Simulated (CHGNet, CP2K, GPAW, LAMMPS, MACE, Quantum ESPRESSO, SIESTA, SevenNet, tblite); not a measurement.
# Glassy 67P2O5-33MgO (mol %) (80 atoms) in other programs, against a plane-wave reference

How near do other programs and methods come to a plane-wave reference for glassy 67P2O5-33MgO (mol %) (80 atoms)? A plane-wave run serves as the reference.

Calculated with Quantum ESPRESSO 7.5; Kohn-Sham DFT, PBE, SSSP efficiency 1.3.0 pseudopotentials, plane waves.

## 1. The starting structure

The cell holds 80 atoms: 20 P, 5 Mg and 55 O. Its edges and angles: a = 9.952 Å, b = 9.952 Å, c = 9.952 Å, α = 90.0°, β = 90.0°, γ = 90.0°. 80 atoms (20 P, 5 Mg, 55 O) placed at random at 2.73 g/cm³, melted at 4000 K for 10 ps at fixed volume with the Morse and Coulomb pair potential with partial charges (Pedone, Malavasi, Menziani, Cormack and Segre, J. Phys. Chem. B 110, 11780 (2006)). Quenched from 4000 K to 300 K at 25 K/ps and fixed volume, held 5 ps.

## 2. The reference run

File pw.in:

```
&control
  calculation = 'scf'
  pseudo_dir = './pseudo'
  outdir = './tmp'
  disk_io = 'none'
  tprnfor = .true.
  tstress = .true.
/
&system
  ibrav = 0
  nat = 80
  ntyp = 3
  ecutwfc = 60
  ecutrho = 480
  nosym = .true.
  occupations = 'smearing'
  smearing = 'fd'
  degauss = 0.003675
/
&electrons
  conv_thr = 4.0e-07
  electron_maxstep = 100
  mixing_beta = 0.4
  mixing_mode = 'plain'
  diagonalization = 'david'
/
ATOMIC_SPECIES
P 30.974 P.upf
Mg 24.305 Mg.upf
O 15.999 O.upf
CELL_PARAMETERS angstrom
9.95170 0.00000 0.00000
0.00000 9.95170 0.00000
0.00000 0.00000 9.95170
ATOMIC_POSITIONS crystal
P 0.28354 0.47626 0.32825
P 0.84456 0.27496 0.02867
P 0.02745 0.89099 0.65276
P 0.85996 0.16239 0.54636
P 0.09517 0.37566 0.56838
P 0.70178 0.49530 0.38664
P 0.71399 0.80008 0.29809
P 0.27275 0.72806 0.78946
P 0.25482 0.25198 0.80781
P 0.03171 0.04834 0.93517
P 0.02174 0.80016 0.35371
P 0.18729 0.03164 0.21214
[... 64 atom lines left out ...]
O 0.74538 0.33068 0.92841
O 0.36408 0.60868 0.26186
O 0.55801 0.76392 0.24081
O 0.03931 0.49884 0.63204
K_POINTS gamma
```

Started as:

```console
$ OMP_NUM_THREADS=1 mpirun -np 4 pw.x -in pw.in > output.txt
```

The program printed:

```text
Program PWSCF
     gamma-point specific algorithms are used
     one sub-group per band group will be used
     scalapack distributed-memory algorithm (size of sub-group:  2*  2 procs)
     Parallelization info
     sticks:   dense  smooth     PW     G-vecs:    dense   smooth      PW
     Min        3378    1689    420               295362   104554   13040
     Max        3380    1692    422               295368   104564   13047
     Sum       13517    6761   1685              1181463   418229   52179
     bravais-lattice index     =            0
     lattice parameter (alat)  =      18.8060  a.u.
     unit-cell volume          =    6651.0227 (a.u.)^3
     number of atoms/cell      =           80
     number of atomic types    =            3
     number of electrons       =       440.00
[... lines left out ...]
     scf convergence threshold =      4.0E-07
[... lines left out ...]
     number of k points=     1  Fermi-Dirac smearing, width (Ry)=  0.0037
[... lines left out ...]
     total energy              =   -2738.89400000 Ry
[... lines left out ...]
     total energy              =   -2743.56714857 Ry
[... lines left out ...]
     total energy              =   -2743.70221457 Ry
[... lines left out ...]
     total energy              =   -2743.73013026 Ry
[... lines left out ...]
     total energy              =   -2743.73013173 Ry
[... lines left out ...]
   -18.1432 -18.0890 -17.6922 -17.6283 -17.5287 -17.4581 -17.3918 -16.9910
   -16.7973 -16.7652 -16.6005 -16.5469 -16.4646 -16.3894 -16.3000 -16.2200
[...]
11.4520  11.4704  11.5631  11.7469  11.7835  11.8102  11.8773  11.9646
    12.0090  12.0977  12.1502  12.2315  12.2553  12.3233  12.3319  12.3893
     the Fermi energy is     5.3273 ev
!    total energy              =   -2743.73013184 Ry
     estimated scf accuracy    <       0.00000011 Ry
     smearing contrib. (-TS)   =      -0.00000086 Ry
     internal energy E=F+TS    =   -2743.73013098 Ry
     The total energy is F=E-TS. E is the sum of the following terms:
     one-electron contribution =   -1205.56516861 Ry
     hartree contribution      =     842.62015922 Ry
     xc contribution           =    -514.14063451 Ry
     ewald contribution        =   -1187.79937701 Ry
     one-center paw contrib.   =    -678.84511007 Ry
     convergence has been achieved in  12 iterations
     negative rho (up, down):  1.078E-06 0.000E+00
     Forces acting on atoms (cartesian axes, Ry/au):
     atom    1 type  1   force =     0.09697054    0.08815160   -0.04548420
     atom    2 type  1   force =     0.07023558    0.13711653    0.01738262
     atom    3 type  1   force =     0.12238736   -0.06753736    0.01984047
[...]
atom   79 type  3   force =     0.02817790    0.04099859    0.03172842
     atom   80 type  3   force =     0.00322646   -0.03786936   -0.02485460
     Total force =     0.799716     Total SCF correction =     0.000942
     Computing stress (Cartesian axis) and pressure
     negative rho (up, down):  1.078E-06 0.000E+00
          total   stress  (Ry/bohr**3)                   (kbar)     P=       -9.01
  -0.00006285  -0.00006343  -0.00007426           -9.25       -9.33      -10.92
  -0.00006343  -0.00009990   0.00011077           -9.33      -14.70       16.30
  -0.00007426   0.00011077  -0.00002106          -10.92       16.30       -3.10
     Message from routine punch:
     Nothing written, as per user request (disk_io='none')
```

Run time: 2.5 min. Hardware: 4 MPI ranks of Arm Neoverse V1, shared host; peak memory 3 GiB; 9.9 min of CPU time.

Banners, paths, timers and routine set-up lines are dropped from the logs unmarked, and long logs keep their key lines alone; longer cuts are marked.

Numbers from this run:

```
r.m.s. force component                           : 1.327 eV/Å
longest force                                    : 6.098 eV/Å
pressure                                         : -0.9017 GPa
gap (highest filled to lowest empty level) : 1.237 eV
```

## 3. Structure statistics

Density 2.73 g/cm³, 12.32 Å³ an atom.

Pair distribution functions g(r), in bins of 0.2 Å:

```csv
r (Å),total,O-O,O-P,O-Mg,P-P,P-Mg,Mg-Mg
1.40,0.56,0.00,1.64,0.00,0.00,0.00,0.00
1.60,3.28,0.00,9.54,0.00,0.00,0.00,0.00
1.80,0.43,0.00,1.26,0.00,0.00,0.00,0.00
2.00,0.36,0.00,0.00,4.19,0.00,0.00,0.00
2.20,0.30,0.15,0.00,2.62,0.00,0.00,0.00
2.40,1.69,3.47,0.07,0.26,0.00,0.00,0.00
2.60,1.06,2.20,0.05,0.00,0.00,0.00,0.00
2.80,0.48,0.82,0.18,0.17,0.00,0.49,0.00
3.00,0.47,0.61,0.12,0.15,1.67,0.00,6.75
3.20,0.86,0.80,0.35,0.42,4.23,1.94,0.00
3.40,1.02,0.99,1.04,0.62,0.35,3.73,0.00
3.60,1.08,0.76,1.81,0.55,0.14,1.24,2.46
3.80,1.43,0.84,2.26,2.28,0.54,0.84,0.00
4.00,1.11,0.93,1.52,1.07,0.74,0.48,0.00
4.20,1.06,0.83,1.20,1.36,1.78,0.45,1.80
4.40,0.97,0.82,0.98,1.54,1.12,1.43,1.56
4.60,1.09,1.15,0.77,1.69,1.50,1.45,0.00
4.80,1.14,1.57,0.68,0.68,1.29,0.69,0.00
```

Bonds by pair of elements; cutoffs follow the first minimum of g(r), held within bounds set by covalent radii, and pairs that aren't listed don't count as bonded (cutoffs were set anew for this text, so counts can differ from the run's own analysis):

```
pair A-B  cutoff (Å)  bonds  mean length (Å)  spread (Å)  shortest (Å)  B about A  A about B
     O-P        2.11     87             1.59       0.087          1.47       1.58       4.35
    O-Mg        2.62     22             2.12       0.116          1.92        0.4        4.4
```

How many atoms have how many bonded neighbours:

```
element  mean  1   2  3   4  5  6
     Mg   4.4  0   0  0   3  2  0
      O  1.98  6  44  5   0  0  0
      P  4.35  0   0  0  14  5  1
```

Oxygen atoms by the number of network formers (Si, P, Ge, B, Al, As, Ga) bound to them:

```
network formers bound to O  O atoms  per cent
                         0        0         0
                         1       23      41.8
                         2       32      58.2
```

Network units: each former by its oxygen neighbours and how many of them bridge to another former:

```csv
former,O neighbours,bridging O,atoms
P,4,2,7
P,4,3,6
P,4,4,1
P,5,4,3
P,5,5,2
P,6,6,1
```

Rings of the network by King's shortest-path rule, up to 12 atoms, one path for each pair of neighbours; H, halogens, alkali and alkaline-earth atoms are left out, and the last column divides by all other atoms, bonded or not:

```
ring size (atoms)  rings  per network atom
                8      2             0.027
               10      6              0.08
               12      2             0.027
```

## 4. What was run beside it

The programs:
- CHGNet: machine-learned potential, published weights.
- CP2K 2026.2: Gaussian basis with GTH pseudopotentials and a plane-wave density; labels give functional, basis (MOLOPT sets; SR short-range, UZH the newer set with its own potentials), grid cutoff/relative cutoff and solver (OT: orbital transformation; TRS4, TC2, SIGN: linear-scaling purification with its sparsity filter), or its built-in tight binding.
- GPAW 26.7.0: PAW with atomic orbitals (LCAO), plane waves or a real-space grid of spacing h.
- MACE: machine-learned potential, published weights.
- SIESTA 5.4.2: numerical atomic orbitals, whose automatically made sets are far from complete, with PseudoDojo norm-conserving potentials that we converted to its format (checked against plane waves on the same files for H, C, O, Si, Ge and Ca alone); labels give functional, basis size, energy shift and mesh cutoff.
- SevenNet: machine-learned potential, published weights.
- tblite 0.8.0: extended tight binding, driven from Python.

All use the same cell and atoms; the electronic-structure runs use the same k-mesh, and an electronic temperature of 580 K (0.05 eV) where levels are smeared.

Differences are against the plane-wave reference, forces as r.m.s. over components; share is that over the reference's r.m.s. force, slope the least-squares factor from reference forces to these. Total energies of different programs have different zeros and aren't compared.

| run | Δ force, r.m.s. (meV/Å) | share (%) | slope | Δ pressure (GPa) | Δ gap (eV) | cores | CPU time | memory (GiB) |
| --- | --- | --- | --- | --- | --- | --- | --- | --- |
| reference | - | - | - | - | - | 4 | 9.9 min | 3.0 |
| CHGNet 0.3.0 potential | 318 | 24.0 | 0.898 | 0.209 | - | 1 | 4.5 s | 1.1 |
| CP2K GFN1-xTB, OT DIIS | 589 | 44.4 | 0.836 | 2.40 | - | 1 | 34 s | 0.33 |
| CP2K PBE, DZVP-MOLOPT-SR, 1200/60 Ry, diagonalisation | 173 | 13.1 | 1.041 | 1.10 | -0.299 | 4 | 6.7 min | 9.6 |
| CP2K PBE, DZVP-MOLOPT-SR, 420/60 Ry, OT DIIS (coarse) | 702 | 52.9 | 1.000 | 1.28 | -0.301 | 2 | 7.7 min | 0.95 |
| CP2K PBE, DZVP-MOLOPT-SR, 600/60 Ry, OT DIIS (coarse) | 286 | 21.6 | 1.053 | 1.14 | -0.301 | 2 | 8.8 min | 1.4 |
| CP2K PBE, SZV-MOLOPT-SR, 1200/60 Ry, OT DIIS (coarse) | 2834 | 213 | 1.393 | 46.3 | -1.13 | 2 | 15 min | 3.5 |
| CP2K PBE, SZV-MOLOPT-SR, 1200/60 Ry, TRS4 filter 1e-03, SCF 1e-04 (coarse) | 2895 | 218 | 1.306 | 50.3 | - | 2 | 1.8 min | 3.5 |
| CP2K revPBE, PBE potentials, DZVP-MOLOPT-SR, 1200/60 Ry, OT DIIS | 198 | 14.9 | 1.046 | 2.57 | -0.305 | 4 | 13 min | 5.3 |
| GPAW PBE, LCAO dzp, h 0.18 Å | 469 | 35.3 | 1.124 | - | -0.280 | 1 | 1.9 min | 1.2 |
| GPAW PBE, LCAO dzp, h 0.18 Å, other mixer settings | 468 | 35.3 | 1.125 | - | -0.280 | 2 | 3 min | 1.4 |
| GPAW PBE, LCAO sz(dzp), h 0.18 Å (coarse) | 2840 | 214 | 1.291 | - | -0.946 | 1 | 69 s | 0.99 |
| GPAW PBE, LCAO szp(dzp), h 0.18 Å (coarse) | 599 | 45.2 | 1.263 | - | -0.726 | 1 | 1.9 min | 1.2 |
| GPAW PBE, grid h 0.2 Å | 80.5 | 6.06 | 1.023 | - | 0.021 | 2 | 8.3 min | 1.7 |
| MACE MPA-0 medium potential | 214 | 16.1 | 0.917 | -0.297 | - | 1 | 10 s | 1.1 |
| SIESTA PBE, DZ, shift 0.01 Ry, mesh 500 Ry (coarse) | 2066 | 156 | 1.258 | 27.8 | -0.543 | 2 | 2.1 min | 1.2 |
| SIESTA PBE, DZP, shift 0.01 Ry, mesh 500 Ry | 262 | 19.7 | 1.089 | 1.98 | -0.346 | 2 | 4.2 min | 1.7 |
| SIESTA PBE, SZ, shift 0.01 Ry, mesh 500 Ry (coarse) | 2912 | 219 | 1.368 | 42.0 | - | 1 | 2 min | 0.79 |
| SIESTA PBE, SZP, shift 0.01 Ry, mesh 500 Ry (coarse) | 763 | 57.5 | 1.302 | 10.7 | -0.789 | 2 | 4.2 min | 1.6 |
| SevenNet 0 potential | 248 | 18.7 | 0.949 | -0.795 | - | 1 | 9.8 s | 0.97 |
| tblite GFN1-xTB | 590 | 44.4 | 0.832 | 2.89 | - | 1 | 4.8 s | 0.12 |

Rows marked coarse were listed beforehand as settings not expected to be converged; some can still land near the reference.

Times of the machine-learned potentials are mostly Python's start and the loading of weights.

CPU time is summed over cores on a shared host, where runs went side by side, so it is rough. Symmetry, cutoffs, thresholds, outputs and thread counts weren't matched or tuned between programs; memory under MPI is the largest rank's times the ranks.

Runs without a result: CP2K PBE, SZV-MOLOPT-SR, 1200/60 Ry, TRS4 filter 1e-07, SCF 1e-07 (cut off at its time limit of 8.5 min, the SCF not settling); CP2K PBE, SZV-MOLOPT-SR, 1200/60 Ry, TRS4 filter 1e-04, SCF 1e-05 (cut off at its time limit of 8.5 min, the SCF not settling).

Mean charges by element (e), by run and scheme:

```
                                                             run     scheme      P     Mg      O
                                          CP2K GFN1-xTB, OT DIIS   Mulliken  +0.56  +0.90  -0.28
           CP2K PBE, DZVP-MOLOPT-SR, 1200/60 Ry, diagonalisation   Mulliken  +0.77  +1.35  -0.40
           CP2K PBE, DZVP-MOLOPT-SR, 1200/60 Ry, diagonalisation  Hirshfeld  +0.54  +0.63  -0.25
CP2K revPBE, PBE potentials, DZVP-MOLOPT-SR, 1200/60 Ry, OT DIIS   Mulliken  +0.80  +1.41  -0.42
CP2K revPBE, PBE potentials, DZVP-MOLOPT-SR, 1200/60 Ry, OT DIIS  Hirshfeld  +0.54  +0.65  -0.26
                     SIESTA PBE, DZP, shift 0.01 Ry, mesh 500 Ry  Hirshfeld  +0.45  +0.57  -0.21
                                                 tblite GFN1-xTB   Mulliken  +0.57  +0.85  -0.28
```

Within one program, basis, potentials and functional, energies share a zero. Each run against its twin at the usual cutoff or grid and solver:

```
                                                              run                                         twin  Δ energy (meV/atom)  Δ force, r.m.s. (meV/Å)        CPU time over the twin's
                     CP2K PBE, DZVP-MOLOPT-SR, 420/60 Ry, OT DIIS  DZVP-MOLOPT-SR, 1200/60 Ry, diagonalisation                -13.4                      689  1.1 (this twin ran on 4 cores)
                     CP2K PBE, DZVP-MOLOPT-SR, 600/60 Ry, OT DIIS  DZVP-MOLOPT-SR, 1200/60 Ry, diagonalisation                -4.41                      271  1.3 (this twin ran on 4 cores)
CP2K PBE, SZV-MOLOPT-SR, 1200/60 Ry, TRS4 filter 1e-03, SCF 1e-04           SZV-MOLOPT-SR, 1200/60 Ry, OT DIIS                  126                      373                            0.12
               GPAW PBE, LCAO dzp, h 0.18 Å, other mixer settings                           LCAO dzp, h 0.18 Å                    0                     1.44  1.6 (this twin ran on 1 cores)
```

## 5. Results

- reference r.m.s. force component: 1.33 eV/Å
- nearest in forces: GPAW PBE, grid h 0.2 Å, 6.1 %
- farthest in forces: SIESTA PBE, SZ, shift 0.01 Ry, mesh 500 Ry (coarse), 219 %
- cheapest electronic-structure run beside the reference: tblite GFN1-xTB, 4.8 s of CPU time

In words: PBE on plane waves or a grid with other potentials, cutoffs or grids, coarse settings apart, differs from the reference by 6.1 % (GPAW PBE, grid h 0.2 Å) of the r.m.s. force; potentials, valence shells or grid differ, and the table alone doesn't part them. The PBE runs in local orbitals, coarse settings apart, differ by 13 % (CP2K PBE, DZVP-MOLOPT-SR, 1200/60 Ry, diagonalisation) to 35 % (GPAW PBE, LCAO dzp, h 0.18 Å); basis, grid and potentials can all enter. Tight binding differs by 44 % in each run; it is another model, with fitted parameters of its own, and the xTB methods hold dispersion. Machine-learned potentials differ by 16 % (MACE MPA-0 medium potential) to 24 % (CHGNet 0.3.0 potential); they were trained on other programs' data. Rows with another functional or a dispersion term differ by 15 % (CP2K revPBE, PBE potentials, DZVP-MOLOPT-SR, 1200/60 Ry, OT DIIS), which mixes the change of model with differences of basis and potentials, some of them made for another functional. CP2K GFN1-xTB, OT DIIS needed 230 SCF steps, so its time overstates the method's usual cost. Runs with settings chosen to be coarse differ by 22 % (CP2K PBE, DZVP-MOLOPT-SR, 600/60 Ry, OT DIIS) to 219 % (SIESTA PBE, SZ, shift 0.01 Ry, mesh 500 Ry), their programs' other errors included. Of the electronic-structure runs that take under half the reference's CPU time, SIESTA PBE, DZP, shift 0.01 Ry, mesh 500 Ry comes nearest, at 20 % in 4.2 min against 9.9 min; its pressure misses by +2.0 GPa. GPAW PBE, LCAO szp(dzp), h 0.18 Å stiffens the forces by a factor of 1.26 while following their directions (correlation 0.960). At the same functional, gaps differ from the reference's 1.24 eV by between -1.13 and +0.02 eV. In pressure, CP2K PBE, SZV-MOLOPT-SR, 1200/60 Ry, TRS4 filter 1e-03, SCF 1e-04 misses by +50.3 GPa, at the same functional. Charges hang on model, scheme and program or settings: among these rows the mean for Mg runs from +0.57 to +1.41 e. In the reference: filled and empty levels are parted by 1.24 eV (on the run's k-points); a semilocal functional tends to put such gaps too low. In a disordered cell it changes from sample to sample, and tail or defect levels can set it. In the reference: for some of the pairs, g(r) has its first main peak near 2.5 Å (O-O), 1.6 Å (O-P), 2.1 Å (O-Mg), 3.2 Å (P-P) and 3.4 Å (P-Mg). Periodic xTB results under one method name differ between programs and library versions. The potentials hold different valence shells: 440 electrons in the reference, 480 in CP2K with SZV-MOLOPT-SR, 480 in SIESTA and 480 in GPAW; this bears on time and differences. The reference's pressure holds the uncorrected Pulay stress of its 60 Ry basis, so small pressure differences, and their order, may be the reference's own error. In our tests on small cells the SSSP efficiency potentials stood apart from two norm-conserving sets, for C–F bonds most and for P–O bonds less, so differences between them and other runs here needn't be the other run's error. Machine-learned potentials mimic data converged in k, so the reference's own k-point error enters their differences. The quench rate of 25 K/ps is many orders above laboratory rates, so the cell is likely richer in defects and strain than a real sample. The network of bonds at the start is that of the classical potential that made the cell, and needn't be the one that DFT or experiment would give. The electronic-structure runs sample only Γ, in a cell whose shortest periodic width is 10 Å.

[Also dropped from logs without a mark: logging warnings of Python, and SIESTA's first energy breakdown and zero terms.]

[Logs are printed without paths, hosts, clocks, repeated set-up lines and the standing remarks that a program may print on its own settings, such as how far it seeks lower states.]

[Hosts, paths, dates, database ids (printed as entryN), source tags and the programs' standing remarks are cut or masked in the printed files.]
